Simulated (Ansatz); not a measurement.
# BaIBr (Pnma): a many-body input that goes wrong, and its mend

What is wrong with this input for BaIBr (Pnma)?

Method: G0W0 on PBEsol, plane waves, PAW, in Ansatz 0.2.0.

## 1. Starting point

Symmetry: Pnma, No. 62, orthorhombic system. The conventional cell has a = 8.814 Å, b = 5.124 Å, c = 10.192 Å, α = 90.00°, β = 90.00°, γ = 90.00°. Ba has 4 Br at 3.31 to 3.34 Å and 5 I at 3.67 to 3.76 Å nearest. I has 5 Ba at 3.67 to 3.76 Å nearest. Br has 4 Ba at 3.31 to 3.34 Å nearest. Farther neighbours and most contacts between anions are not listed.

The cell and positions are those that the Materials Project relaxed with its own functionals (PBE, PBE+U or r2SCAN), kept fixed. Spin-orbit coupling is left out unless a step names it. The default PAW set here is soft_2. Its files were made with PBE.

## 2. First try

input.yaml

```yaml
crystal:
  lattice:
    - [8.81446039, 0.0, 0.0]
    - [0.0, 5.12429103, 0.0]
    - [0.0, 0.0, 10.19167839]
  atoms:
    - { symbol: Ba, position: [0.72882454, 0.25, 0.37513703] }
    - { symbol: Ba, position: [0.27117546, 0.75, 0.62486297] }
    - { symbol: Ba, position: [0.77117546, 0.75, 0.87513703] }
    - { symbol: Ba, position: [0.22882454, 0.25, 0.12486297] }
    - { symbol: I, position: [0.47161056, 0.25, 0.83177655] }
    - { symbol: I, position: [0.52838944, 0.75, 0.16822345] }
    - { symbol: I, position: [0.02838944, 0.75, 0.33177655] }
    - { symbol: I, position: [0.97161056, 0.25, 0.66822345] }
    - { symbol: Br, position: [0.8564719, 0.25, 0.06668585] }
    - { symbol: Br, position: [0.1435281, 0.75, 0.93331415] }
    - { symbol: Br, position: [0.6435281, 0.75, 0.56668585] }
    - { symbol: Br, position: [0.3564719, 0.25, 0.43331415] }
kpoints:
  mp_grid: { grid: [2, 2, 2] }
hamiltonian:
  xc: pbesol
scf:
  occupations: { method: fixed }
gw:
  n_empty_bands: 485
  ecut_chi: 60
  qp_bands: [v4, c4]
  qp_kpoints: band_edges
  screening: { model: contour_deformation }
  ecuteps: 200
```

The run is started by

```console
$ ansatz run input.yaml --threads 3 --pin off --max-ram 92160MiB --backend cpu --events-out ev --progress --plain --runs-dir out
```

Numbers of over 12 decimals in the logs are rounded to 6 here.

The log of the run:

```text
Error: YAML parse error: error: line 31 column 3: unknown field `ecuteps`, expected one of n_empty_bands, n_guard_bands, ecut_chi, ecutfock_ratio, q_mesh, qp_bands, qp_kpoints, plasmon_pole_fit_frequency, screening, pair_densities, static_remainder, bse
  --> <input>:31:3
   |
29 |   qp_kpoints: band_edges
30 |   screening: { model: contour_deformation }
31 |   ecuteps: 200
   |   ^ unknown field `ecuteps`, expected one of n_empty_bands, n_guard_bands, ecut_chi, ecutfock_ratio, q_mesh, qp_bands, qp_kpoints, plasmon_pole_fit_frequency, screening, pair_densities, static_remainder, bse
```

Elapsed: 0.05 s, on 3 threads of AMD EPYC 7R13 (Zen 3), shared host; peak memory 0.028 GiB.

**What went wrong?**

The input was rejected at the start.

The program's message: “Error: YAML parse error: error: line 31 column 3: unknown field `ecuteps`, expected one of n_empty_bands, n_guard_bands, ecut_chi, ecutfock_ratio, q_mesh, qp_bands, qp_kpoints, plasmon_pole_fit_freque …”

The fault: a keyword of another program. The key belongs to another code's input; here the screening cutoff is gw.ecut_chi and the count of bands gw.n_empty_bands.

## 3. A better input

Now the one-shot GW correction: screening in the RPA, then the self-energy of the levels asked for.

Changes to input.yaml since step 2:

```diff
@@ -30,2 +30 @@
   screening: { model: contour_deformation }
-  ecuteps: 200
```

The run is started by

```console
$ ansatz run input.yaml --threads 3 --pin off --max-ram 92160MiB --backend cuda --events-out ev --progress --plain --runs-dir out --devices 1 --max-vram 13GiB
```

The log of the run:

```text
GPUs: using 1 of 1 available (devices: 1).
[...]
device memory: the entry about to start is reckoned to put 4.9 GiB on a device that reports 56.3 GiB free (of which the cap on the GPU budget leaves the run 13.0 GiB)
GPU FFT provider: cuFFT
GPU libraries: cuBLAS 13.8.2, cuFFT 12.4.0, cuSOLVER 12.3.4
Crystal: 12 atoms, lattice volume = 460.336 Å³
Basis set: ecut = 420 eV, 8947 PW (Γ)
Bands: 82, of which v1, the nominal top of the filled ones, is band 68 counted from 1 (67 counted from 0)
Symmetry: 8 space group operations
[...]
k-points: 8
[...]
GPU buffer pool allocated for 155520 grid points (all kernels)
GPU transforms: local potential and band sums: pruned to the plane-wave sphere, on 60×36×72
[...]
SCF iter   1: F=—  HF=-64150.182920 eV  |F-HF|=—  |Δ(HF+E_count)|=         —  Δρ=2.00e-3  dr2=2.40e-2  ethr=1.77e-3  ⟨swp⟩=8.4  Hψ=2941  notcnv=0  defer=88
[...]
0    65      4.6041   -17.4824     2.1517   -14.5268  0.7891     3.7914     3.8003  root
     0    66      4.7382   -18.2853     2.2690   -15.2150  0.7902     3.9283     3.9369  root
     0    67      4.7930   -18.2679     2.2163   -15.2718  0.7910     4.0051     4.0131  root
     0    68      4.9212   -18.0357     2.1380   -15.1356  0.7922     4.1516     4.1591  root
     0    69      8.3444    -5.0407    -3.4934    -9.2989  0.8222     9.1157     9.1092  root
     0    70      8.9158    -5.8904    -3.5859   -10.2925  0.8264     9.7390     9.7319  root
     0    71      8.9483    -5.5187    -3.6331   -10.0197  0.8181     9.8252     9.8161  root
     0    72      9.0981    -5.3676    -3.6637    -9.8862  0.8174     9.9621     9.9530  root
[...]
7    69      9.8387    -6.1874    -3.8213   -11.0148  0.8121    10.8582    10.8447  root
     7    70      9.8387    -6.1874    -3.8213   -11.0148  0.8121    10.8582    10.8447  root
     7    71      9.8387    -6.1874    -3.8213   -11.0148  0.8121    10.8582    10.8447  root
     7    72      9.8387    -6.1874    -3.8213   -11.0148  0.8121    10.8582    10.8447  root
[key lines of the parts left out:]
SCF converged after 6 iterations
Free energy (F): -64150.183629 eV
Fermi energy:    4.921245 eV
```

It took 36 s on 1 × NVIDIA H100 80GB HBM3 (shared by 6 runs) with 3 threads; peak memory 2.3 GiB.

In the SCF lines HF is the Harris–Foulkes energy and dr2 the Hartree energy of the density residual, in eV; the loop may stop once dr2 is under the threshold and the program's other checks hold. Hψ counts applications of the Hamiltonian.

This step gave:

- bands summed: 553
- RPA ε∞ on this mesh (eigenvalues): 3.857, 3.863, 3.933
- plane waves in the screening matrix: 513
- q-points in the mesh: 8
- G0W0 gap on the mesh: 4.950 eV
- k of the valence top: 0, 0, 0
- k of the conduction bottom: 0, 0, 0
- starting gap on the mesh: 3.423 eV
- Z at the valence top: 0.7922
- Z at the conduction bottom: 0.8222
- least direct G0W0 gap on the computed points: 4.950 eV

The gap on the mesh goes from 3.42 eV to 4.95 eV, a correction of +1.53 eV. Between the two edge states, bare exchange in place of the xc potential would open the gap by 7.16 eV, and correlation takes back 5.63 eV.

## 4. Summary of results

```
first try  : refused after 0.05 s
better run : G0W0 gap on the mesh 4.95 eV (2×2×2 mesh, 485 empty bands, screening to 60 eV)
```

The second run differs in: ecuteps. Bands and cutoff are finite, so the gap is not at the basis limit. The miss can reach some tenths of an eV and take either sign; the mesh is an error of its own. The 2×2×2 mesh is coarse for this cell (its supercell is 10 Å along the shortest edge). The RPA ε∞ on it, from the PBEsol start, is 3.86 and 3.93; such meshes misread the long-range screening, most where the gap is narrow. The many-body steps are scalar-relativistic: spin-orbit coupling is not in them.

[Paths, hosts, dates, memory and timing lines, banners, echoed tables and standing remarks are left out of the program output.]

[Logs are printed without paths, hosts, clocks, repeated set-up lines and the standing remarks that a program may print on its own settings, such as how far it seeks lower states.]

[Runs of the session that timed out or met a known fault of the program may be left out.]

[Cells called generated may have been cut or substituted from an entry of the Crystallography Open Database or the Materials Project.]

[Hosts, paths, dates, database ids (printed as entryN), source tags and the programs' standing remarks are cut or masked in the printed files.]
